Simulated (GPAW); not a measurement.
**Work function of 1T-GeBr2 monolayer at several levels**

How far do functional and basis move the work function of 1T-GeBr2 monolayer? Where a layer proves gapped, the work function hangs on where the smearing puts the Fermi level, and the band edges take its place.

Program: GPAW 26.7.0. Level of theory: GPAW, PAW setups; layer in a repeated cell with vacuum, relaxation of atoms and in-plane cell, in the first sound run; inputs show where later runs differ. Results are calculated unless marked as measured.

### Step 1. The structure

The cell holds 3 atoms: 2 Br and 1 Ge. Cell: a = 3.289 Å, b = 3.289 Å, c = 20.803 Å, α = 90.0°, β = 90.0°, γ = 120.0°. Vacuum lies along c.

### Step 2. Relaxing the atoms

The atoms are relaxed first, since the surface dipole, and with it the work function, follows the positions of the outer layers.

run.py reads:

```python
import json
import numpy as np
from ase import Atoms
from ase.filters import FrechetCellFilter
from ase.optimize import BFGS
from gpaw import GPAW, PW

slab = Atoms(
    ['Br', 'Ge', 'Br'],
    positions=[
        [1.64437, 0.94938, 9.00000],
        [0.00000, 0.00000, 10.40155],
        [-0.00000, 1.89875, 11.80309]],
    cell=[[3.28874, 0.0, 0.0], [-1.64437, 2.84813, 0.0], [0.0, 0.0, 20.8031]],
    pbc=[True, True, True])

slab.calc = GPAW(mode=PW(600), xc='PBE', kpts={'size': (12, 12, 1), 'gamma': True},
                 occupations={'name': 'fermi-dirac', 'width': 0.05}, nbands='200%',
                 convergence={'density': 1e-05}, maxiter=200,
                 symmetry={'tolerance': 1e-3}, txt='slab.txt')
result = {}
# The in-plane cell is free; stress needs a cell that repeats along all three vectors
path = []
opt = BFGS(FrechetCellFilter(slab, mask=[1, 1, 0, 0, 0, 1]), maxstep=0.2)
opt.attach(lambda: path.append((slab.get_potential_energy(), slab.positions.tolist(), slab.get_forces().tolist())))
result['relaxed'] = bool(opt.run(fmax=0.02, steps=45))
result['path'] = path
result['cell'] = slab.cell.tolist()
print('in-plane lattice', slab.cell.cellpar().round(4)[[0, 1, 5]])
energy = slab.get_potential_energy()
fermi = slab.calc.get_fermi_level()
v = slab.calc.get_electrostatic_potential().mean((0, 1)) - fermi
n = slab.calc.get_pseudo_density().mean((0, 1))
L = slab.cell[2, 2]
z = np.arange(len(v)) * L / len(v)
low, high = slab.positions[:, 2].min(), slab.positions[:, 2].max()
below, above = np.interp([low - 6.8, high + 6.8], z, v)
slopes = [np.interp(x, z, np.gradient(v, z)) for x in (low - 6.8, high + 6.8)]
eps = np.array([[slab.calc.get_eigenvalues(k, s) for k in range(len(slab.calc.get_ibz_k_points()))]
                for s in range(slab.calc.get_number_of_spins())]) - fermi
top, bottom = eps[eps < 0].max(), eps[eps > 0].min()
dipole = slab.get_dipole_moment()[2]
print(f'energy {energy:.4f} eV, Fermi level {fermi:.4f} eV, dipole {dipole:.5f} e A')
print(f'potential 6.8 A off the faces, from the Fermi level: lower {below:.4f} eV, upper {above:.4f} eV')
print(f'slope of the potential there: lower {slopes[0]:.5f}, upper {slopes[1]:.5f} eV/A')
print(f'nearest levels on the mesh: {top:.4f} and {bottom:.4f} eV')
print('magnetic moment', round(slab.get_magnetic_moment(), 3))
result.update(energy=energy, fermi=fermi, dipole=dipole, below=below, above=above, slopes=slopes, edges=[top, bottom],
              z=z.tolist(), v=v.tolist(), n=n.tolist(), positions=slab.positions.tolist(),
              forces=slab.get_forces(apply_constraint=False).tolist(), moments=slab.get_magnetic_moments().tolist())
json.dump(result, open('result.json', 'w'))
```

Command:

```bash
> OMP_NUM_THREADS=1 OPENBLAS_NUM_THREADS=1 python run.py
```

The log of the run:

```text
Step          Energy          fmax
BFGS:    0       -4.789425        7.176934
BFGS:    1       -6.886308        4.906815
BFGS:    2       -8.964874        1.889173
BFGS:    3       -9.345638        0.825980
BFGS:    4       -9.413169        0.371761
BFGS:    5       -9.423848        0.357753
BFGS:    6       -9.434824        0.407786
BFGS:    7       -9.456931        0.421203
BFGS:    8       -9.484519        0.334547
BFGS:    9       -9.505585        0.153959
BFGS:   10       -9.511093        0.043329
BFGS:   11       -9.511401        0.006773
in-plane lattice [  4.0669   4.0669 120.    ]
energy -9.5114 eV, Fermi level -2.9013 eV, dipole 0.00053 e A
potential 6.8 A off the faces, from the Fermi level: lower 5.4195 eV, upper 5.4197 eV
slope of the potential there: lower -0.00011, upper 0.00001 eV/A
nearest levels on the mesh: -1.1905 and 1.1576 eV
magnetic moment 0.0
```

The job ended after 6.5 min (1 thread of AMD EPYC 7B13 (Zen 3), shared host; peak memory 0.53 GiB).

Numbers from this step:

```yaml
dipole_along_the_normal: 5.35e-4 e·Å
levels_nearest_the_fermi_level_on_the_mesh: -1.191, 1.158 eV from the Fermi level
```

Table of electrostatic potential energy of an electron (without an applied field's), less the Fermi level, planar mean by z:

z (Å), electrostatic potential energy of an electron (without an applied field's), less the Fermi level, planar mean (eV) and a bar from the least value:
```
      0.0        5.4 ##############################
      0.5        5.4 ##############################
      1.0        5.4 ##############################
      1.5        5.4 ##############################
      2.0        5.4 ##############################
      2.5        5.4 ##############################
      3.0        5.4 ##############################
      3.5        5.4 ##############################
      4.0        5.4 ##############################
      4.5        5.4 ##############################
      5.0        5.4 ##############################
      5.5        5.4 ##############################
      6.0        5.4 ##############################
      6.5        5.4 ##############################
      7.0        5.3 ##############################
      7.5        4.8 #############################
      8.0        2.3 ########################
      8.5       -6.1 ########
      9.0       -8.6 ###
      9.5       -2.0 ###############
     10.0       -5.2 #########
     10.5       -9.6 #
     11.0       -2.7 ##############
     11.5       -3.8 ############
     12.0       -9.9 
     12.5       -2.0 ###############
     13.0        3.7 ###########################
     13.5        5.1 #############################
     14.0        5.3 ##############################
     14.5        5.4 ##############################
     15.0        5.4 ##############################
     15.5        5.4 ##############################
     16.0        5.4 ##############################
     16.5        5.4 ##############################
     17.0        5.4 ##############################
     17.5        5.4 ##############################
     18.0        5.4 ##############################
     18.5        5.4 ##############################
     19.0        5.4 ##############################
     19.5        5.4 ##############################
     20.0        5.4 ##############################
     20.5        5.4 ##############################
```

Pseudo valence density, planar mean against z:

z (Å), pseudo valence density, planar mean (e/Å³) and a bar:
```
        5      0.000 
        6      0.000 
        7      0.008 #
        8      0.154 ################
        9      0.297 ##############################
       10      0.209 #####################
       11      0.245 #########################
       12      0.273 ############################
       13      0.091 #########
       14      0.004 
       15      0.000 
       16      0.000
```

The relaxation lowered the energy of the cell by 4.72 eV (energies extrapolated to zero smearing; the optimiser's log prints free energies). The largest force left on a free atom is 0.0017 eV/Å.

### Step 3. Plane waves, PBE

The work function is the vacuum plateau of the electrostatic potential less the Fermi level; a dipole layer lets the two faces have plateaus of their own.

This step: GPAW, PAW setups; slab in vacuum (GPAW 26.7.0).

The cell differs from the one that the last finished run ended in (c 20.803 → 21.209 Å).

Changes to run.py since step 2:

```diff
@@ -3,4 +3,2 @@
 from ase import Atoms
-from ase.filters import FrechetCellFilter
-from ase.optimize import BFGS
 from gpaw import GPAW, PW
@@ -10,21 +8,14 @@
     positions=[
-        [1.64437, 0.94938, 9.00000],
-        [0.00000, 0.00000, 10.40155],
-        [-0.00000, 1.89875, 11.80309]],
-    cell=[[3.28874, 0.0, 0.0], [-1.64437, 2.84813, 0.0], [0.0, 0.0, 20.8031]],
-    pbc=[True, True, True])
+        [2.03345, 1.17402, 9.00000],
+        [-0.00000, -0.00000, 10.60433],
+        [-0.00000, 2.34802, 12.20865]],
+    cell=[[4.0669, -0.0, 0.0], [-2.03345, 3.52203, 0.0], [0.0, 0.0, 21.2086]],
+    pbc=[True, True, False])
 
-slab.calc = GPAW(mode=PW(600), xc='PBE', kpts={'size': (12, 12, 1), 'gamma': True},
+slab.calc = GPAW(mode=PW(400), xc='PBE', kpts={'size': (12, 12, 1), 'gamma': True},
                  occupations={'name': 'fermi-dirac', 'width': 0.05}, nbands='200%',
                  convergence={'density': 1e-05}, maxiter=200,
+                 poissonsolver={'dipolelayer': 'xy'},
                  symmetry={'tolerance': 1e-3}, txt='slab.txt')
 result = {}
-# The in-plane cell is free; stress needs a cell that repeats along all three vectors
-path = []
-opt = BFGS(FrechetCellFilter(slab, mask=[1, 1, 0, 0, 0, 1]), maxstep=0.2)
-opt.attach(lambda: path.append((slab.get_potential_energy(), slab.positions.tolist(), slab.get_forces().tolist())))
-result['relaxed'] = bool(opt.run(fmax=0.02, steps=45))
-result['path'] = path
-result['cell'] = slab.cell.tolist()
-print('in-plane lattice', slab.cell.cellpar().round(4)[[0, 1, 5]])
 energy = slab.get_potential_energy()
```

The log of the run:

```text
energy -9.5033 eV, Fermi level -2.7220 eV, dipole 0.00122 e A
potential 6.8 A off the faces, from the Fermi level: lower 5.1960 eV, upper 5.1885 eV
slope of the potential there: lower -0.00007, upper 0.00007 eV/A
nearest levels on the mesh: -1.4176 and 0.9304 eV
magnetic moment 0.0
```

The job ended after 17 s (1 thread; peak memory 0.23 GiB).

Numbers from this step:

| Quantity | Value |
| --- | --- |
| dipole along the normal | 0.001222 e·Å |
| levels nearest the Fermi level on the mesh | -1.418, 0.9304 eV from the Fermi level |
| upper work function | 5.188 eV |
| lower work function | 5.196 eV |
| upper ionisation energy | 6.606 eV |

The electrostatic potential energy of an electron (without an applied field's), less the Fermi level, planar mean by z:

z (Å), electrostatic potential energy of an electron (without an applied field's), less the Fermi level, planar mean (eV) and a bar from the least value:
```
      0.0        5.2 ##############################
      0.5        5.2 ##############################
      1.0        5.2 ##############################
      1.5        5.2 ##############################
      2.0        5.2 ##############################
      2.5        5.2 ##############################
      3.0        5.2 ##############################
      3.5        5.2 ##############################
      4.0        5.2 ##############################
      4.5        5.2 ##############################
      5.0        5.2 ##############################
      5.5        5.2 ##############################
      6.0        5.2 ##############################
      6.5        5.2 ##############################
      7.0        5.1 ##############################
      7.5        4.9 #############################
      8.0        3.5 ###########################
      8.5       -2.2 ################
      9.0      -10.2 
      9.5       -4.1 ############
     10.0       -2.9 ##############
     10.5       -9.8 #
     11.0       -5.6 #########
     11.5       -2.2 ###############
     12.0       -8.7 ###
     12.5       -6.4 #######
     13.0        2.0 ########################
     13.5        4.5 #############################
     14.0        5.1 ##############################
     14.5        5.2 ##############################
     15.0        5.2 ##############################
     15.5        5.2 ##############################
     16.0        5.2 ##############################
     16.5        5.2 ##############################
     17.0        5.2 ##############################
     17.5        5.2 ##############################
     18.0        5.2 ##############################
     18.5        5.2 ##############################
     19.0        5.2 ##############################
     19.5        5.2 ##############################
     20.0        5.2 ##############################
     20.5        5.2 ##############################
     21.0        5.2 ##############################
```

Table of pseudo valence density, planar mean by z:

z (Å), pseudo valence density, planar mean (e/Å³) and a bar from the least value:
```
     0.00      0.000 
     0.65      0.000 
     1.08      0.000 
     1.73      0.000 
     2.16      0.000 
     2.81      0.000 
     3.46      0.000 
     3.90      0.000 
     4.54      0.000 
     5.19      0.000 
     5.63      0.000 
     6.28      0.000 
     6.71      0.002 
     7.36      0.012 #
     8.01      0.091 #########
     8.44      0.241 #######################
     9.09      0.278 ###########################
     9.74      0.269 ##########################
    10.17      0.226 ######################
    10.82      0.112 ###########
    11.25      0.248 ########################
    11.90      0.311 ##############################
    12.55      0.283 ###########################
    12.98      0.162 ################
    13.63      0.024 ##
    14.28      0.003 
    14.72      0.001 
    15.37      0.000 
    15.80      0.000 
    16.45      0.000 
    17.10      0.000 
    17.53      0.000 
    18.18      0.000 
    18.83      0.000 
    19.26      0.000 
    19.91      0.000 
    20.34      0.000 
    20.99      0.000
```

The layer is gapped, so the Fermi level lies somewhere inside the gap, set by smearing and numerics, and these work functions are no property of the material; the band edges below the vacuum level are. The potential is flat to 6.8e-5 eV/Å where it is read, so the vacuum is wide enough.

### Step 4. Self-consistent run: xc = "vdW-DF2"

The same geometry under vdW-DF2, to see how far the functional moves the levels against the vacuum (the van der Waals functionals take revPBE setups).

Changes to run.py since step 3:

```diff
@@ -14,3 +14,3 @@
 
-slab.calc = GPAW(mode=PW(400), xc='PBE', kpts={'size': (12, 12, 1), 'gamma': True},
+slab.calc = GPAW(mode=PW(400), xc='vdW-DF2', kpts={'size': (12, 12, 1), 'gamma': True},
                  occupations={'name': 'fermi-dirac', 'width': 0.05}, nbands='200%',
```

The log of the run:

```text
energy -208.4501 eV, Fermi level -3.0572 eV, dipole 0.00122 e A
potential 6.8 A off the faces, from the Fermi level: lower 5.6183 eV, upper 5.6108 eV
slope of the potential there: lower -0.00007, upper 0.00007 eV/A
nearest levels on the mesh: -1.4208 and 0.9761 eV
magnetic moment 0.0
```

Wall time 28 s (1 thread); peak memory 0.43 GiB.

Numbers from this step:

- dipole along the normal: 0.001220 e·Å
- levels nearest the Fermi level on the mesh: -1.421, 0.9761 eV from the Fermi level
- upper work function: 5.611 eV
- lower work function: 5.618 eV
- upper ionisation energy: 7.032 eV

Electrostatic potential energy of an electron (without an applied field's), less the Fermi level, planar mean against z:

```csv
z (Å),"electrostatic potential energy of an electron (without an applied field's), less the Fermi level, planar mean (eV)"
0.0,5.61
0.5,5.62
1.0,5.62
1.5,5.62
2.0,5.62
2.5,5.62
3.0,5.62
3.5,5.62
4.0,5.62
4.5,5.62
5.0,5.62
5.5,5.62
6.0,5.61
6.5,5.60
7.0,5.53
7.5,5.23
8.0,3.83
8.5,-1.96
9.0,-10.0
9.5,-4.06
10.0,-2.94
10.5,-9.82
11.0,-5.58
11.5,-2.21
12.0,-8.63
12.5,-6.23
13.0,2.26
13.5,4.87
14.0,5.45
14.5,5.57
15.0,5.60
15.5,5.61
16.0,5.61
16.5,5.61
17.0,5.61
17.5,5.61
18.0,5.61
18.5,5.61
19.0,5.61
19.5,5.61
20.0,5.61
20.5,5.61
21.0,5.61
```

Pseudo valence density, planar mean against z:

z (Å), pseudo valence density, planar mean (e/Å³) and a bar:
```
        5      0.000 
        6      0.000 
        7      0.005 
        8      0.090 #########
        9      0.276 ############################
       10      0.242 ########################
       11      0.206 #####################
       12      0.297 ##############################
       13      0.156 ################
       14      0.009 #
       15      0.000 
       16      0.000
```

Force by atom:

```csv
atom,x (eV/Å),y (eV/Å),z (eV/Å),size
Br1,0.000,0.000,-0.537,0.537
Ge2,0.000,0.000,0.000,0.000
Br3,0.000,0.000,0.537,0.537
```

The highest filled level lies 1.42 eV under the Fermi level, so the ionisation energy from the upper face is 5.611 + 1.42 = 7.032 eV, against 6.606 eV in the base run.

### Step 5. Self-consistent run: xc = "revPBE"

The same geometry under revPBE, to see how far the functional moves the levels against the vacuum.

Changes to run.py since step 4:

```diff
@@ -14,3 +14,3 @@
 
-slab.calc = GPAW(mode=PW(400), xc='vdW-DF2', kpts={'size': (12, 12, 1), 'gamma': True},
+slab.calc = GPAW(mode=PW(400), xc='revPBE', kpts={'size': (12, 12, 1), 'gamma': True},
                  occupations={'name': 'fermi-dirac', 'width': 0.05}, nbands='200%',
```

The log of the run:

```text
energy -8.8129 eV, Fermi level -2.5690 eV, dipole 0.00122 e A
potential 6.8 A off the faces, from the Fermi level: lower 5.0411 eV, upper 5.0336 eV
slope of the potential there: lower -0.00007, upper 0.00007 eV/A
nearest levels on the mesh: -1.4781 and 0.9391 eV
magnetic moment 0.0
```

The job ended after 17 s (1 thread; peak memory 0.23 GiB).

This step gave:

| Property | Result |
| --- | --- |
| levels nearest the Fermi level on the mesh | -1.478, 0.9391 eV from the Fermi level |
| upper work function | 5.034 eV |
| lower work function | 5.041 eV |
| upper ionisation energy | 6.512 eV |

The electrostatic potential energy of an electron (without an applied field's), less the Fermi level, planar mean by z:

```csv
z (Å),"electrostatic potential energy of an electron (without an applied field's), less the Fermi level, planar mean (eV)"
0.0,5.04
0.5,5.04
1.0,5.04
1.5,5.04
2.0,5.04
2.5,5.04
3.0,5.04
3.5,5.04
4.0,5.04
4.5,5.04
5.0,5.04
5.5,5.04
6.0,5.04
6.5,5.03
7.0,4.97
7.5,4.70
8.0,3.39
8.5,-2.31
9.0,-10.3
9.5,-4.25
10.0,-3.08
10.5,-9.95
11.0,-5.71
11.5,-2.38
12.0,-8.86
12.5,-6.55
13.0,1.86
13.5,4.38
14.0,4.90
14.5,5.00
15.0,5.03
15.5,5.03
16.0,5.03
16.5,5.03
17.0,5.03
17.5,5.03
18.0,5.03
18.5,5.03
19.0,5.03
19.5,5.03
20.0,5.03
20.5,5.03
21.0,5.04
```

The highest filled level lies 1.48 eV under the Fermi level, so the ionisation energy from the upper face is 5.034 + 1.48 = 6.512 eV, against 6.606 eV in the base run.

### Step 6. OptPBE vdW: xc = "optPBE-vdW"

The same geometry under optPBE-vdW, to see how far the functional moves the levels against the vacuum (the van der Waals functionals take revPBE setups).

Changes to run.py since step 5:

```diff
@@ -14,3 +14,3 @@
 
-slab.calc = GPAW(mode=PW(400), xc='revPBE', kpts={'size': (12, 12, 1), 'gamma': True},
+slab.calc = GPAW(mode=PW(400), xc='optPBE-vdW', kpts={'size': (12, 12, 1), 'gamma': True},
                  occupations={'name': 'fermi-dirac', 'width': 0.05}, nbands='200%',
```

The log of the run:

```text
energy -44.8267 eV, Fermi level -2.8381 eV, dipole 0.00122 e A
potential 6.8 A off the faces, from the Fermi level: lower 5.3555 eV, upper 5.3480 eV
slope of the potential there: lower -0.00007, upper 0.00007 eV/A
nearest levels on the mesh: -1.4842 and 0.9246 eV
magnetic moment 0.0
```

Wall time 28 s (1 thread); peak memory 0.43 GiB.

Numbers from this step:

```yaml
levels_nearest_the_fermi_level_on_the_mesh: -1.484, 0.9246 eV from the Fermi level
upper_work_function: 5.348 eV
lower_work_function: 5.356 eV
upper_ionisation_energy: 6.832 eV
```

The highest filled level lies 1.48 eV under the Fermi level, so the ionisation energy from the upper face is 5.348 + 1.48 = 6.832 eV, against 6.606 eV in the base run.

[end of part 1 of 2]

[Logs are printed without paths, hosts, clocks, repeated set-up lines and the standing remarks that a program may print on its own settings, such as how far it seeks lower states.]

[Hosts, paths, dates, database ids (printed as entryN), source tags and the programs' standing remarks are cut or masked in the printed files.]
